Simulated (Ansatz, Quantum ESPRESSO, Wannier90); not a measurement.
# Ballistic channels from Wannier functions: straight Mg chain, spacing 3.24 Å, part 5 of 5

Wanted: localised orbitals and the quantum conductance of this wire: straight Mg chain, spacing 3.24 Å.

Quantum ESPRESSO 7.5 and Wannier90 3.1.0; plane-wave DFT, PBE, GBRV ultrasoft pseudopotentials; cross-check by Ansatz 0.2.0 with PAW datasets.

So far. Step 2 (SCF with pw.x): The run needed 10 iterations to bring the estimated error under 1e-07 Ry. Step 6 (Localisation, bands and conductance): Bands and channels are those of the Wannier model: bands that were not projected, and all outside the frozen window, are missing or only approximate.

## Step 12: Localisation, bands and conductance, with dis_win_max − E_F = -1.0

Level of this step: maximally localised Wannier functions and ballistic conductance; plane-wave DFT, PBE, GBRV ultrasoft pseudopotentials (Wannier90).

Another try, with an input changed as a hurried user might.

wan_bad.win

```
num_wann = 4
num_bands = 15
num_iter = 200
num_print_cycles = 20
conv_tol = 1e-8
conv_window = 5
guiding_centres = true
dis_num_iter = 1500
dis_conv_tol = 1e-8
dis_win_min = -12.4459
dis_win_max = -2.4459
dis_froz_max = 0.0541
search_shells = 120
fermi_energy = -1.4459

transport = true
transport_mode = bulk
one_dim_axis = z
dist_cutoff = 19.34
dist_cutoff_mode = one_dim
tran_win_min = -4.0
tran_win_max = 2.0
tran_energy_step = 0.02

bands_plot = true
bands_num_points = 96
begin kpoint_path
G 0.0 0.0 0.0 Z 0.0 0.0 0.5
end kpoint_path

begin projections
Mg:s;p
end projections

begin unit_cell_cart
ang
  8.0000000000 0.0000000000 0.0000000000
  0.0000000000 8.0000000000 0.0000000000
  0.0000000000 0.0000000000 3.2400000000
end unit_cell_cart

begin atoms_frac
  Mg 0.0000000000 0.0000000000 0.0000000000
end atoms_frac

mp_grid = 1 1 12
begin kpoints
  0.0 0.0 0.0000000000
  0.0 0.0 0.0833333333
  0.0 0.0 0.1666666667
  0.0 0.0 0.2500000000
  0.0 0.0 0.3333333333
  0.0 0.0 0.4166666667
  0.0 0.0 0.5000000000
  0.0 0.0 0.5833333333
  0.0 0.0 0.6666666667
  0.0 0.0 0.7500000000
  0.0 0.0 0.8333333333
  0.0 0.0 0.9166666667
end kpoints
```

Command:

```sh
OMP_NUM_THREADS=1 wannier90.x wan_bad > wan_bad.run.log
```

Numbers of over 12 decimals in the logs are rounded to 6 here.

What it wrote:

```text
[banner, memory and clock lines left out]
+---------------------------------------------------+
             |                                                   |
             |                   WANNIER90                       |
             |                                                   |
             +---------------------------------------------------+
             |                                                   |
             |        Welcome to the Maximally-Localized         |
             |        Generalized Wannier Functions code         |
[...]
|  Wannier90 Developer Group:                       |
             |    Giovanni Pizzi    (EPFL)                       |
             |    Valerio Vitale    (Cambridge)                  |
             |    David Vanderbilt  (Rutgers University)         |
             |    Nicola Marzari    (EPFL)                       |
             |    Ivo Souza         (Universidad del Pais Vasco) |
             |    Arash A. Mostofi  (Imperial College London)    |
             |    Jonathan R. Yates (University of Oxford)       |
[...]
|  For the full list of Wannier90 3.x authors,      |
             |  please check the code documentation and the      |
             |  README on the GitHub page of the code            |
[...]
|  [ref] "Wannier90 as a community code:            |
             |        new features and applications",            |
             |        165902 (2020).                             |
[...]
|  in any publications arising from the use of      |
[...]
|  [ref] "Maximally Localized Generalised Wannier   |
             |         Functions for Composite Energy Bands"     |
             |         N. Marzari and D. Vanderbilt              |
             |         Phys. Rev. B 56 12847 (1997)              |
[...]
|  [ref] "Maximally Localized Wannier Functions     |
             |         for Entangled Energy Bands"               |
             |         I. Souza, N. Marzari and D. Vanderbilt    |
             |         Phys. Rev. B 65 035109 (2001)             |
[...]
| Copyright (c) 1996-2020                           |
             |        The Wannier90 Developer Group and          |
             |        individual contributors                    |
[...]
|      Release: 3.1.0        5th March    2020      |
[...]
| This program is free software; you can            |
             | redistribute it and/or modify it under the terms  |
             | of the GNU General Public License as published by |
             | the Free Software Foundation; either version 2 of |
[...]
|                        Shell   # Nearest-Neighbours                        |
 |                        -----   --------------------                        |
 |                          1               2                                 |
 |                          5               4                                 |
[...]
| Completeness relation is fully satisfied [Eq. (B1), PRB 56, 12847 (1997)]  |
[...]
|                  b_k Vectors (Ang^-1) and Weights (Ang^2)                  |
 |                  ----------------------------------------                  |
 |            No.         b_k(x)      b_k(y)      b_k(z)        w_b           |
 |            ---        --------------------------------     --------        |
 |             1         0.000000    0.000000    0.161605    19.145327        |
 |             2         0.000000    0.000000   -0.161605    19.145327        |
 |             3         0.785398    0.000000    0.000000     0.810569        |
 |             4         0.000000    0.785398    0.000000     0.810569        |
 |             5         0.000000   -0.785398    0.000000     0.810569        |
 |             6        -0.785398    0.000000    0.000000     0.810569        |
[...]
|                           b_k Directions (Ang^-1)                          |
 |                           -----------------------                          |
 |            No.           x           y           z                         |
 |            ---        --------------------------------                     |
 |             1         0.000000    0.000000    0.161605                     |
 |             2         0.785398    0.000000    0.000000                     |
 |             3         0.000000    0.785398    0.000000                     |
[...]
Time to get kmesh              0.014 (sec)
 *============================================================================*
 |                              MEMORY ESTIMATE                               |
 |         Maximum RAM allocated during each phase of the calculation         |
 *============================================================================*
 |                        Disentanglement            0.37 Mb                  |
 |                            Wannierise:            0.08 Mb                  |
 |                          plot_wannier:            0.08 Mb                  |
 *----------------------------------------------------------------------------*

 Starting a new Wannier90 calculation ...

 Reading overlaps from wan_bad.mmn    :  Created on   at 18:50:31

 Reading projections from wan_bad.amn :  Created on   at 18:50:30

 Time to read overlaps          0.013 (sec)

 *------------------------------- DISENTANGLE --------------------------------*
 +----------------------------------------------------------------------------+
 |                              Energy  Windows                               |
 |                              ---------------                               |
 |                   Outer:  -12.44590  to   -2.44590  (eV)                   |
 |                   Inner:  -12.44590  to    0.05410  (eV)                   |
 +----------------------------------------------------------------------------+
 Error at k-point    1 ndimwin  1 num_wann  4
 Exiting.......
 dis_windows: Energy window contains fewer states than number of target WFs
[the rest left out]
[key lines of the parts left out:]
|  Fermi energy (eV)                         :            -1.446             |
```

Wall time 0.47 s (1 MPI rank of Arm Neoverse V1, shared host); peak memory 0.09 GiB.

The program refused the input before any cycle.

The fault put into the input: an outer window with too few states (dis_win_max − E_F = -1.0).

The outer window must hold at least num_wann states at every k: widen it, with enough bands computed to fill it.

## Step 13: The same in Ansatz

A second code with its own PAW datasets, on the same atoms.

Level of this step: plane-wave DFT, PBE, Ansatz PAW (Ansatz 0.2.0).

System of this step: straight Mg chain, spacing 3.24 Å, 2 periods. The cell holds 2 atoms: 2 Mg. Its edges and angles: a = 8.000 Å, b = 8.000 Å, c = 6.480 Å, α = 90.0°, β = 90.0°, γ = 90.0°. Vacuum lies along a and b. The structure's axis is c.

input.yaml

```yaml
crystal:
  lattice:
    - [8.0, 0.0, 0.0]
    - [0.0, 8.0, 0.0]
    - [0.0, 0.0, 6.48]
  atoms:
    - { symbol: Mg, position: [0.0, 0.0, 0.0] }
    - { symbol: Mg, position: [0.0, 0.0, 0.5] }
kpoints:
  mp_grid: { grid: [1, 1, 12] }
hamiltonian:
  xc: pbe
scf:
  occupations: { method: fermi_dirac, width: 0.05 }
  convergence: { dr2_threshold: 1.0e-08 }
output:
  transmission:
    leads: [[0, 0]]
    e_range: [-4.0, 2.0]
    de: 0.05
    kmesh: [1, 1]
    reduced_basis: true
```

Command:

```sh
ansatz run input.yaml --threads 2 --pin off --max-ram 4096MiB --backend cpu --events-out ev --progress --plain --runs-dir out
```

What it wrote:

```text
Engine: ansatz 0.2.0, aarch64-unknown-linux-gnu
Pseudopotentials: kind: paw
Pseudopotential: Mg, paw, valence charge 10, recommended cutoff 420 eV (normal), Mg.paw.azcp
Functional definition: PBE
  parameter kappa = 0.804
  parameter beta = 0.066725
  exchange = pbe_x(kappa = kappa, mu = beta*pi^2/3)
  correlation = pbe_c(beta = beta)
Crystal: 2 atoms, lattice volume = 414.720 Å³
Basis set: ecut = 420 eV, 8117 PW (Γ)
Bands: 14, of which v1, the nominal top of the filled ones, is band 10 counted from 1 (9 counted from 0)
Symmetry: 32 space group operations
Space group: P4/mmm (ITA 123), of the structure as read, at distance tolerance 7.5e-5 Å
k-points: 7 of 12
Non-local potential: Mg, projectors of the file, l = 0: 3, l = 1: 2, l = 2: 1
PAW form: soft (Blöchl's): semilocal exchange-correlation on the pseudo side does not see the compensation charge
PAW one-centre angular grid: Mg, 110 points (default); XC on 64 Gauss nodes
Initial density: superposition of atomic densities (neutral atoms: chi_scale 0, normalization atom), corrected by the library's trained network
Initial wavefunctions: pseudopotential atomic-orbital guess
Functional: x = pbe(κ = 0.804, μ = 0.219515), c = pbe(β = 0.066725)
SCF iter   1: F=—  HF=-3845.149496 eV  |F-HF|=—  |Δ(HF+E_count)|=         —  Δρ=1.90e-3  dr2=3.03e-2  ethr=1.77e-3  ⟨swp⟩=7.1  Hψ=589  notcnv=0
preconditioner: auto → Resta (q_TF=auto, 1.646 Å⁻¹)  ε∞=2.1  [insulator: Δε(μ)=0.182 eV  Ē_g=3.494 eV  σ=0.050 eV  W_gap=0.72  n_scr=30 (ndim 8)  ℏωp=3.6 eV  f_vac=0.637  D(μ)=0.80/eV (n_scr^D=0)  ε∞_Penn≈2.1  vacuum switching on, ρ_ref=8.9e-4 e/Å³]
SCF iter   2: F=—  HF=-3845.148040 eV  |F-HF|=—  |Δ(HF+E_count)|=   1.46e-3  Δρ=1.08e-3  dr2=9.80e-3  ethr=1.51e-4  ⟨swp⟩=2.0  Hψ=171  notcnv=0
SCF iter   3: F=—  HF=-3845.148142 eV  |F-HF|=—  |Δ(HF+E_count)|=   1.02e-4  Δρ=9.11e-5  dr2=5.64e-5  ethr=4.90e-5  ⟨swp⟩=2.0  Hψ=140  notcnv=0
SCF iter   4: F=—  HF=-3845.148198 eV  |F-HF|=—  |Δ(HF+E_count)|=   5.61e-5  Δρ=4.33e-5  dr2=1.47e-5  ethr=2.82e-7  ⟨swp⟩=2.0  Hψ=117  notcnv=0
SCF iter   5: F=—  HF=-3845.148203 eV  |F-HF|=—  |Δ(HF+E_count)|=   5.14e-6  Δρ=1.36e-5  dr2=1.53e-6  ethr=7.37e-8  ⟨swp⟩=2.0  Hψ=112  notcnv=0
SCF iter   6: F=—  HF=-3845.148211 eV  |F-HF|=—  |Δ(HF+E_count)|=   7.40e-6  Δρ=1.76e-6  dr2=2.64e-8  ethr=7.67e-9  ⟨swp⟩=2.0  Hψ=112  notcnv=0
SCF iter   7: F=-3845.148211 eV  HF=-3845.148211 eV  |F-HF|=2.73e-10  |Δ(HF+E_count)|=   3.64e-8  Δρ=2.08e-7  dr2=3.11e-10  ethr=5.00e-11  ⟨swp⟩=4.6  Hψ=301  notcnv=0
SCF 1 converged in 7 iterations: F = -3845.148211 eV  dr2 = 3.11e-10
  greatest PAW one-centre occupation: 1.000 electrons in one spin orbital (limit 2), on the Mg atom at site 1 (counted from 0), in its partial waves of l = 0
transmission: 8 of 48 steps passed
transmission: 16 of 48 steps passed
[...]
transmission: 48 of 48 steps passed
SCF converged after 7 iterations
Free energy (F): -3845.148211 eV
Harris-Foulkes:  -3845.148211 eV  (|F-HF|=2.73e-10)
Internal energy: -3845.141083 eV  (E = F + TS)
E sigma→0 (E₀):  -3845.144647 eV
Entropy (-TS):   -0.007128 eV (-3.564 meV/atom)
Fermi energy:    -1.400503 eV
--- Per-component energies (eV) ---
  E_band       = -874.137431
  E_kinetic    = 145.352662
  E_local      = -5075.358262  (includes V_loc(G=0)·N_el)
  E_nonlocal   = 193.792182
  E_hartree    = 1995.142509
  E_xc         = -52.518211
  E_vxc        = -67.494212  (∫ρ·V_xc dr)
  E_paw        = -587.033821  (= ΣΔE_a)
  E_vpaw       = -60.714946  (= ΣTr[D̂ρ^β])
  E_aug_tail   = -0.000006  (compensation charges beyond the density's cutoff)
  E_ewald      = -464.518134
  E_smearing   = -0.007128  (= −TS)
  E_closure    = 0.000000  (closes the sum)
  Σ components = -3845.148211   (vs F -3845.148211, Δ=0.00e0)
--- Band table (eV; the first three rows and the last of 7) ---
  k-point 0: bands = [... 6 lower, -45.3194, -45.3062, -4.9141, -1.4871, -1.3135, -0.9721, -0.9721, 0.3817]
  k-point 1: bands = [... 6 lower, -45.3192, -45.3065, -4.8892, -1.9570, -0.9484, -0.9484, -0.8013, 0.4063]
  k-point 2: bands = [... 6 lower, -45.3186, -45.3071, -4.8144, -2.4599, -0.8773, -0.8773, -0.1726, 0.4799]
  k-point 6: bands = [... 6 lower, -45.3128, -45.3128, -4.0213, -4.0213, -0.1202, -0.1202, -0.1202, -0.1202]
--- Transmission ---
  basis      : 561 plane waves across, 8 finite elements along
  points     : 1, standing for a mesh of 1 x 1
  energies   : 121 from -4.000000 to 2.000000 eV about the Fermi level, 0.050000 eV apart; the leads are filled to 0.000000 eV, and channels, transmission and decay are at 0.000000 eV
  crystal 0  : Mg2, at the sites [0, 0], period 6.4800 Å: whole cells are its period
    offset         : up to 0.0000 Å between an atom of the period and one for which it stands
    channels       : 0.000000e0 a spin
    conductance    : none, the energies end too early or step too widely for 300 K: set another output.transmission.e_range or a lower de, or, where they end at an eighth of basis.ecutwfc, a higher one
    slowest decay  : 0.0123 /Å at (0.0000, 0.0000)
```

The job ended after 27 s (2 threads; peak memory 0.43 GiB; 52 s of CPU time).

Numbers from this step:

- free energy: -3845.1482 eV
- energy at zero smearing: -3845.1446 eV
- smearing term TS: 0.007128 eV
- Fermi energy: -1.401 eV
- symmetry operations: 32
- lead channels at the Fermi level, one spin: 0

Per spin. Open channels against energy, zero at the Fermi level:

```tsv
energy (eV)	open channels
-3.7500	0
-3.5000	1
-3.2500	1
-3.0000	1
-2.7500	1
-2.5000	1
-2.2500	1
-2.0000	1
-1.7500	1
-1.5000	1
-1.2500	1
-1.0000	1
-0.7500	1
-0.5000	1
-0.2500	1
0.0000	0
0.2500	1
0.5000	3
0.7500	3
1.0000	3
1.2500	3
1.5000	3
1.7500	3
2.0000	4
```

## Step 14: Outcome

* open channels at the Fermi level, per spin: 0
* gap in the conductance, to one step of the energy grid: 0.18 eV
* total spread: 12.0 Å²
* gauge-invariant spread: 10.3 Å²
* largest band misfit in the frozen window: 0.0107 eV
* channels at the Fermi level by Ansatz: 0

What this shows: The wire has no channel at the Fermi level: its conductance has a gap of 0.18 eV. Between -4 and 1.5 eV the channel count from Wannier functions equals that from Ansatz's layer matching at 97 % of the energies; outside the frozen window the Wannier bands are not held to the plane-wave ones. Each plane-wave level in the frozen window has a Wannier level within 0.02 eV; this test doesn't see extra bands that a model may add. The wire is perfect, so the conductance only counts bands: each channel, with its partner of the other spin, carries G₀ = 2e²/h. It was run without spin polarisation, which was not tested.

[Logs are printed without paths, hosts, clocks, repeated set-up lines and the standing remarks that a program may print on its own settings, such as how far it seeks lower states.]

[Hosts, paths, dates, database ids (printed as entryN), source tags and the programs' standing remarks are cut or masked in the printed files.]

[Maps of the electrostatic potential energy from Ansatz leave out the sawtooth potential of an applied field or a dipole correction, so their vacuum need not be flat; planar profiles and work functions include it.]
